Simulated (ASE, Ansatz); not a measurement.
# Structural relaxation of H16C6Br2N2O (Pca2_1) (108 atoms), part 2 of 3

Aim: bring H16C6Br2N2O (Pca2_1) (108 atoms) to a nearby minimum of the energy and see what moves.

Ansatz 0.2.0; Kohn-Sham DFT, RPBE+D4, PAW (set soft_2), plane waves.

The cell: 64 H, 24 C, 8 Br, 8 N and 4 O. Sampling is at Γ alone, for a cell whose shortest periodic width is 8 Å.

So far. Step 3 (Relaxation): The relaxation changed the energy by -26.3 meV/atom, and atoms moved by 0.12 Å r.m.s., 0.25 Å at most.

### 4. Distances and neighbours after relaxation

Bonds before and after, by the cutoffs listed below:

```
pair  bonds before  bonds after  mean before (Å)  mean after (Å)  spread before (Å)  spread after (Å)
 H-C            48           48            1.089           1.095              0.024             0.003
 H-N            16           16            1.015           1.052              0.023             0.012
 C-C            12           12            1.525           1.523              0.027             0.003
 C-N            16           16            1.502           1.502              0.035             0.002
 C-O             8            8            1.419           1.436              0.036             0.001
```

Density 1.91 g/cm³, 9.424 Å³ an atom.

g(r), total and by pair (bins of 0.2 Å):

```
r (Å)  total   H-H    H-C  H-Br    H-N   H-O   C-C
 1.00   3.90  0.00  10.95  0.00  11.50  0.00  0.00
 1.20   0.00  0.00   0.00  0.00   0.00  0.00  0.00
 1.40   0.40  0.00   0.00  0.00   0.00  0.00  0.00
 1.60   0.91  0.56   0.00  0.00   0.00  0.00  7.25
 1.80   0.54  1.52   0.00  0.00   0.00  0.00  0.00
 2.00   0.97  0.21   1.47  0.55   2.21  6.00  0.00
 2.20   1.56  0.79   3.20  1.52   3.50  0.00  0.00
 2.40   1.00  2.31   0.00  0.00   0.00  1.07  0.95
 2.60   1.12  1.21   0.93  0.46   0.90  1.80  1.70
 2.80   0.78  0.61   0.82  2.19   0.82  2.00  0.00
 3.00   0.90  1.31   0.59  1.31   0.00  1.11  0.00
 3.20   0.74  0.39   0.82  1.63   0.31  0.00  2.75
 3.40   1.29  0.88   2.04  1.47   1.38  2.25  0.96
 3.60   0.91  1.05   0.31  1.78   1.16  0.00  0.00
 3.80   1.09  1.14   0.70  1.43   0.73  0.87  1.18
 4.00   0.93  0.91   0.67  0.39   0.40  1.19  1.04
 4.20   0.92  0.91   1.06  1.20   0.53  0.37  0.96
 4.40   0.96  1.11   1.10  1.10   1.50  0.68  0.29
 4.60   0.94  0.99   1.07  0.83   1.65  0.92  0.00
 4.80   0.68  0.58   0.97  0.41   0.69  1.50  0.41
 5.00   1.04  1.02   0.91  1.33   1.29  1.14  0.40
 5.20   1.09  1.31   0.80  0.78   0.87  0.71  1.57
 5.40   0.99  1.20   0.88  0.65   0.66  0.64  0.96
 5.60   0.89  0.88   1.00  0.89   0.70  0.80  0.89
 5.80   0.88  0.67   0.66  1.84   1.49  0.38  1.33
 6.00   1.06  1.09   1.04  1.25   1.27  1.40  0.55
 6.20   1.02  1.05   1.14  0.59   0.95  1.05  1.05
 6.40   1.08  1.06   1.08  0.69   1.25  1.00  1.49
```

Bonds by pair of elements; cutoffs follow the first minimum of g(r), held within bounds set by covalent radii, and pairs that aren't listed don't count as bonded:

```
pair A-B  cutoff (Å)  bonds  mean length (Å)  spread (Å)  shortest (Å)  B about A  A about B
     H-C        1.34     48             1.09       0.003          1.09       0.75          2
     H-N        1.27     16             1.05       0.012          1.04       0.25          2
     C-C        1.85     12             1.52       0.003          1.52          1          1
     C-N        1.79     16             1.50       0.002           1.5      0.667          2
     C-O        1.73      8             1.44       0.001          1.44      0.333          2
```

How many atoms have how many bonded neighbours:

```
element  mean  0   1  2   4
     Br     0  8   0  0   0
      C     4  0   0  0  24
      H     1  0  64  0   0
      N     4  0   0  0   8
      O     2  0   0  4   0
```

Bond angles, per cent of each kind in bins of 5°:

```
angle (°)  C-C-H  H-C-N  C-N-H  H-C-H  C-C-N
  100–105    0.0   12.5    0.0    0.0    0.0
  105–110   66.7   87.5   87.5  100.0    0.0
  110–115   33.3    0.0   12.5    0.0   68.8
  115–120    0.0    0.0    0.0    0.0   31.2
```

Bond angles (no mean is given where the spread exceeds 20°):

```
angle  count  mean (°)  spread (°)
C-C-H     48       110         2.5
H-C-N     32       107         1.4
C-N-H     32       108         1.4
H-C-H     24       108         1.1
C-C-N     16       114         1.2
```

Rings of the network by King's shortest-path rule, up to 12 atoms, one path for each pair of neighbours; H, halogens, alkali and alkaline-earth atoms are left out, and the last column divides by all other atoms, bonded or not:

```
ring size (atoms)  rings  per network atom
                9      4             0.111
```

Counting bonds as in the table, all C atoms have 4, all H atoms have 1 and all N atoms have 4 bonded neighbours. The C-C-H angle averages 110° with a spread of 2°. All rings counted have 9 atoms.

### 5. Single point at the relaxed geometry

One more single point at the end of the walk gives the fuller output and checks the residual forces.

Contents of input.yaml:

```yaml
crystal:
  lattice:
    - [12.3828, 0.0, 0.0]
    - [0.0, 8.3185, 0.0]
    - [0.0, 0.0, 9.8806]
  atoms:
    - { symbol: H, position: [0.22651, 0.72727, 0.19326] }
    - { symbol: H, position: [0.77505, 0.27539, 0.69368] }
    - { symbol: H, position: [0.72453, 0.27496, 0.19388] }
    - { symbol: H, position: [0.27368, 0.72638, 0.69332] }
    - { symbol: H, position: [0.10012, 0.69166, 0.11175] }
    - { symbol: H, position: [0.9016, 0.30959, 0.61216] }
    - { symbol: H, position: [0.59785, 0.30882, 0.11254] }
    - { symbol: H, position: [0.40022, 0.69089, 0.61207] }
    - { symbol: H, position: [0.13506, 0.47241, 0.26351] }
    - { symbol: H, position: [0.86799, 0.52931, 0.76379] }
    - { symbol: H, position: [0.63145, 0.52873, 0.26401] }
    - { symbol: H, position: [0.36513, 0.47171, 0.76393] }
    - { symbol: H, position: [0.16612, 0.59439, 0.40189] }
    - { symbol: H, position: [0.83627, 0.40795, 0.90229] }
    - { symbol: H, position: [0.66331, 0.40748, 0.40254] }
    - { symbol: H, position: [0.33402, 0.5938, 0.9022] }
    - { symbol: H, position: [0.94877, 0.63101, 0.27607] }
    - { symbol: H, position: [0.0534, 0.369, 0.77631] }
    - { symbol: H, position: [0.44614, 0.36842, 0.27657] }
    - { symbol: H, position: [0.55135, 0.6305, 0.77645] }
    - { symbol: H, position: [0.97734, 0.46177, 0.3584] }
    - { symbol: H, position: [0.02541, 0.53842, 0.8586] }
    - { symbol: H, position: [0.47416, 0.53776, 0.35903] }
    - { symbol: H, position: [0.52284, 0.46121, 0.85872] }
    - { symbol: H, position: [0.03077, 0.62034, 0.56163] }
    - { symbol: H, position: [0.97149, 0.38088, 0.06196] }
    - { symbol: H, position: [0.5279, 0.38024, 0.56233] }
    - { symbol: H, position: [0.46916, 0.61994, 0.06195] }
    - { symbol: H, position: [0.89308, 0.6018, 0.51537] }
    - { symbol: H, position: [0.10935, 0.39686, 0.01561] }
    - { symbol: H, position: [0.39007, 0.39584, 0.51575] }
    - { symbol: H, position: [0.60691, 0.60118, 0.01597] }
    - { symbol: H, position: [0.9334, 0.88168, 0.38195] }
    - { symbol: H, position: [0.06691, 0.1174, 0.88277] }
    - { symbol: H, position: [0.43283, 0.11651, 0.38307] }
    - { symbol: H, position: [0.56689, 0.88089, 0.88218] }
    - { symbol: H, position: [0.882, 0.86592, 0.54877] }
    - { symbol: H, position: [0.11832, 0.13291, 0.04957] }
    - { symbol: H, position: [0.38142, 0.13196, 0.54986] }
    - { symbol: H, position: [0.61818, 0.86529, 0.04906] }
    - { symbol: H, position: [0.02093, 0.05859, 0.53044] }
    - { symbol: H, position: [0.97829, 0.94235, 0.03255] }
    - { symbol: H, position: [0.52168, 0.9416, 0.53264] }
    - { symbol: H, position: [0.47938, 0.05821, 0.03006] }
    - { symbol: H, position: [0.04756, 0.91335, 0.64368] }
    - { symbol: H, position: [0.95204, 0.08903, 0.14436] }
    - { symbol: H, position: [0.54763, 0.08815, 0.64468] }
    - { symbol: H, position: [0.45272, 0.91347, 0.14376] }
    - { symbol: H, position: [0.17818, 0.79412, 0.49903] }
    - { symbol: H, position: [0.82224, 0.20794, 0.99892] }
    - { symbol: H, position: [0.67729, 0.20778, 0.49938] }
    - { symbol: H, position: [0.32209, 0.79365, 0.99941] }
    - { symbol: H, position: [0.20512, 0.99719, 0.54228] }
    - { symbol: H, position: [0.79453, 0.00512, 0.0422] }
    - { symbol: H, position: [0.70535, 0.00513, 0.54282] }
    - { symbol: H, position: [0.2951, 0.99678, 0.04244] }
    - { symbol: H, position: [0.13473, 0.09367, 0.32409] }
    - { symbol: H, position: [0.8656, 0.90792, 0.82446] }
    - { symbol: H, position: [0.63464, 0.90746, 0.32502] }
    - { symbol: H, position: [0.36523, 0.093, 0.82412] }
    - { symbol: H, position: [0.24693, 0.96147, 0.30509] }
    - { symbol: H, position: [0.75366, 0.04058, 0.80487] }
    - { symbol: H, position: [0.74631, 0.04064, 0.30539] }
    - { symbol: H, position: [0.25312, 0.96056, 0.80537] }
    - { symbol: C, position: [0.13871, 0.72132, 0.20837] }
    - { symbol: C, position: [0.86288, 0.28038, 0.70878] }
    - { symbol: C, position: [0.6367, 0.27978, 0.20912] }
    - { symbol: C, position: [0.36147, 0.72057, 0.70858] }
    - { symbol: C, position: [0.11619, 0.58847, 0.31089] }
    - { symbol: C, position: [0.88616, 0.41305, 0.81123] }
    - { symbol: C, position: [0.61338, 0.41247, 0.31152] }
    - { symbol: C, position: [0.38396, 0.58783, 0.81123] }
    - { symbol: C, position: [0.97014, 0.65759, 0.4872] }
    - { symbol: C, position: [0.0318, 0.34245, 0.98755] }
    - { symbol: C, position: [0.46772, 0.34165, 0.48781] }
    - { symbol: C, position: [0.52991, 0.65702, 0.9876] }
    - { symbol: C, position: [0.95133, 0.83863, 0.48395] }
    - { symbol: C, position: [0.04924, 0.16109, 0.98465] }
    [... 24 atom lines left out ...]
    - { symbol: "N", position: [0.5422, 0.06191, 0.54109] }
    - { symbol: "N", position: [0.45796, 0.9384, 0.03997] }
    - { symbol: O, position: [0.09575, 0.87602, 0.24406] }
    - { symbol: O, position: [0.90517, 0.12526, 0.74442] }
    - { symbol: O, position: [0.59463, 0.12458, 0.24491] }
    - { symbol: O, position: [0.40435, 0.87534, 0.74424] }
kpoints:
  mp_grid: { grid: [1, 1, 1] }
hamiltonian:
  xc: rpbe
  dispersion: d4
scf:
  occupations: { method: fixed }
output:
  forces: true
  stress: true
  populations: intrinsic
  dos:
    method: { smearing: { sigma: 0.15 } }
    de: 0.1
    projected: { site_lists: { Br: [Br], C: [C], H: [H], "N": ["N"], O: [O] } }
  eigenvalues: true
  write_density: true
  write_potential: true
  volumetric_format: npy
  elf: true
```

Run with:

```
ansatz run input.yaml --threads 4 --pin off --max-ram 8192MiB --backend cpu --events-out ev --progress --plain --runs-dir out
```

Numbers of over 12 decimals in the logs are rounded to 6 here.

The program printed:

```text
[...]
Crystal: 108 atoms, lattice volume = 1017.764 Å³
Basis set: ecut = 420 eV, 19927 PW (Γ), exchange–correlation on 180×120×144 points (8 copies of the dense FFT grid, shifted against one another)
Bands: 248, of which v1, the nominal top of the filled ones, is band 140 counted from 1 (139 counted from 0)
Symmetry: 1 space group operations
[...]
k-points: 1
[...]
SCF iter   1: F=—  HF=-34787.808146 eV  |F-HF|=—  |Δ(HF+E_count)|=         —  Δρ=5.89e-3  dr2=4.32e-1  ethr=1.77e-3  ⟨swp⟩=5.0  Hψ=896  notcnv=0  defer=105
[...]
SCF iter   9: F=-34787.746133 eV  HF=-34787.746133 eV  |F-HF|=1.38e-8  |Δ(HF+E_count)|=   3.78e-7  Δρ=1.62e-6  dr2=2.61e-8  ethr=3.57e-11  ⟨swp⟩=22.0  Hψ=2683  notcnv=0
SCF 1 converged in 9 iterations: F = -34787.746133 eV  dr2 = 2.61e-8
[...]
SCF converged after 9 iterations
Free energy (F): -34787.746133 eV
[...]
Internal energy: -34787.746133 eV  (E = F + TS)
E sigma→0 (E₀):  -34787.746133 eV
Fermi energy:    1.219908 eV
[...]
--- Forces (eV/Å), atoms counted from 1 ---
  atom   1  H     -0.00885028    -0.00061462     0.01091692
  atom   2  H      0.00459540    -0.00167188     0.00924871
  atom   3  H     -0.00752927    -0.00005307     0.00964997
  atom   4  H      0.00925140     0.00201293     0.00944661
  atom   5  H     -0.00775708     0.00355012     0.00048885
  atom   6  H      0.00439897    -0.00034263    -0.00385460
  atom   7  H     -0.00362982    -0.00018148    -0.00220027
  atom   8  H      0.00520143     0.00186052    -0.00128671
  atom   9  H     -0.00628258    -0.00011748     0.00489669
  atom  10  H      0.00326054     0.00224499     0.00448957
  atom  11  H     -0.00257271     0.00108113     0.00600217
  atom  12  H      0.00553280     0.00059136     0.00436845
  atom  13  H     -0.00200194    -0.00071310    -0.00371582
  atom  14  H     -0.00145536    -0.00030475    -0.00157647
[...]
atom 107  O      0.01697912     0.00906036    -0.01528216
  atom 108  O     -0.02063533    -0.00752809    -0.01030008
  max |Σ_I F_I| component: 1.25e-4 eV/Å
--- Stress (GPa, compression-positive) ---
        0.297116       0.000566      -0.001046
        0.000566       0.144566       0.008138
       -0.001046       0.008138       0.408386
  P = ⅓ Tr σ = 0.2834 GPa (2.834 kbar)
--- Band table (eV) ---
[...]
--- intrinsic populations: 108 sites ---
  site symbol       q [e]
     0      H      0.8360
     1      H      0.8354
     2      H      0.8353
[...]
107      O      6.4125
  spilling = 0.000000 (of n_electrons = 280.000000)
```

It took 11 s on 4 threads of Arm Neoverse V2, shared host; peak memory 1.1 GiB.

Read from the output:

- free energy: -34787.7461 eV
- free energy per atom: -322.1088 eV/atom
- SCF cycles: 9
- pressure: 0.2834 GPa
- r.m.s. force component: 0.00598 eV/Å
- longest force: 0.02457 eV/Å
- Fermi energy: 1.22 eV
- gap (highest filled to lowest empty level): 5.103 eV

Intrinsic-atomic-orbital charges by element:

```
element  coordination  atoms  mean charge (e)  spread   least    most
     Br           all      8           -0.675  0.0566  -0.732  -0.617
      C           all     24           -0.199  0.0517  -0.243  -0.124
      H           all     64            0.215  0.0483   0.164   0.325
      N           all      8           -0.241  0.0083  -0.249  -0.233
      O           all      4           -0.412       0  -0.412  -0.412
```

States in the cell by windows of 1 eV, zero at the Fermi level; the larger projections on atomic orbitals stand beside the total:

```
from (eV)  to (eV)  total   C p  H s  Br p  N p  O p  C s
      -18      -15    0.0   0.0  0.0   0.0  0.0  0.0  0.0
      -15      -14   13.8   1.1  2.6   0.0  1.7  0.5  7.3
      -14      -13    3.8   0.3  0.6   0.0  0.3  0.2  1.4
      -13      -12   20.1   1.4  2.4   0.0  0.9  0.0  2.7
      -12      -11   10.4   1.3  1.5   0.0  1.5  0.8  2.8
      -11      -10    8.4   1.6  2.1   0.0  1.6  0.4  2.0
      -10       -9    8.1   2.0  2.0   0.0  1.6  0.2  1.7
       -9       -8   18.5   4.4  4.0   0.2  8.4  0.3  0.5
       -8       -7   20.8  10.1  3.5   0.1  4.6  1.5  0.5
       -7       -6   10.6   4.9  2.1   0.0  2.2  0.8  0.3
       -6       -5   26.9  12.8  6.1   0.2  3.4  3.3  0.5
       -5       -4   29.9  17.0  8.8   0.4  2.3  0.7  0.2
       -4       -3   20.5  10.6  7.1   0.5  1.5  0.6  0.1
       -3       -2    8.3   1.8  1.7   0.3  0.1  3.8  0.0
       -2       -1   10.1   0.8  0.7   4.6  0.2  3.5  0.1
       -1        0   41.9   1.7  0.8  35.4  1.1  2.2  0.2
        0        1    4.1   0.1  0.0   3.9  0.0  0.0  0.0
        1        4    0.0   0.0  0.0   0.0  0.0  0.0  0.0
        4        5    0.3   0.0  0.1   0.0  0.0  0.0  0.0
```

With fixed occupations the program's Fermi level is the highest filled level; weight inside the gap is the broadening of levels at its edges.

Between -22 and -18 eV lie 24 more states.

The levels nearest the highest filled one (over half full), pooled over k-points and spins:

```
level less the highest filled one (eV)  occupation
                                -0.151           2
                                -0.133           2
                               -0.0497           2
                               -0.0404           2
                               -0.0361           2
                                     0           2
                                  5.10           0
                                  5.53           0
                                  5.66           0
                                  5.88           0
                                  5.89           0
                                  6.10           0
```

ELF in the ab plane at fractional z = 0.335, with atoms of H and C and Br and N within 0.2 Å of it. It is the smooth field of the valence electrons, not physical close to the nuclei.

Values in units of 1e-1, 12 rows by 16 columns, each cell a mean:
```
0.6 3.3 3.0 8.2 8.1 1.7 4.9 4.7 1.2 6.3 9.4 6.2 4.8 0.4 3.5 3.4
1.7 4.8 3.5 4.0 2.5 5.5 7.7 7.9 5.0 4.6 9.7 3.8 0.2 0.4 7.2 6.6
0.5 1.6 0.7 0.2 1.2 7.9 3.2 4.0 7.4 1.1 2.2 0.4 0.2 0.2 1.2 1.3
3.3 2.9 4.1 1.0 0.9 7.2 7.6 7.7 6.3 0.8 0.1 0.1 0.6 0.6 0.8 3.9
6.4 5.7 6.8 4.2 0.3 3.4 5.0 4.6 1.7 1.1 3.0 0.4 0.3 0.3 2.5 7.5
6.7 5.3 6.7 3.3 0.1 0.2 1.4 8.3 5.4 4.1 6.8 1.6 0.1 0.1 1.5 7.5
4.6 3.0 6.5 1.4 0.1 0.1 2.0 7.0 6.4 5.3 6.6 3.8 0.1 0.6 1.4 6.9
2.4 0.5 1.4 0.2 0.4 0.4 2.6 7.7 6.6 5.4 6.7 3.0 0.4 4.9 6.9 5.7
7.1 1.0 0.1 0.1 0.5 0.5 0.4 2.1 1.5 1.7 2.4 0.5 1.2 7.7 6.1 6.5
7.0 1.5 4.9 1.2 0.1 0.2 2.8 2.7 1.0 2.8 1.0 0.4 1.0 7.6 3.9 4.7
3.8 5.8 9.9 4.6 0.7 0.5 7.4 6.4 1.7 4.8 4.4 6.3 4.3 4.2 8.2 8.2
0.5 5.4 7.9 7.0 7.0 0.5 1.7 1.7 0.4 3.2 3.1 8.2 8.6 1.2 2.9 2.6
```
Columns run along a (12.4 Å), rows up along b (8.3 Å). Atoms in or near the plane, at fractional coordinates: H at (0.13, 0.09), H at (0.63, 0.91), C at (0.16, 0.97), C at (0.66, 0.03), Br at (0.43, 0.78), Br at (0.93, 0.22), N at (0.00, 0.58), N at (0.50, 0.42).

(Continued in part 3 of 3.)

[Logs are printed without paths, hosts, clocks, repeated set-up lines and the standing remarks that a program may print on its own settings, such as how far it seeks lower states.]

[Hosts, paths, dates, database ids (printed as entryN), source tags and the programs' standing remarks are cut or masked in the printed files.]
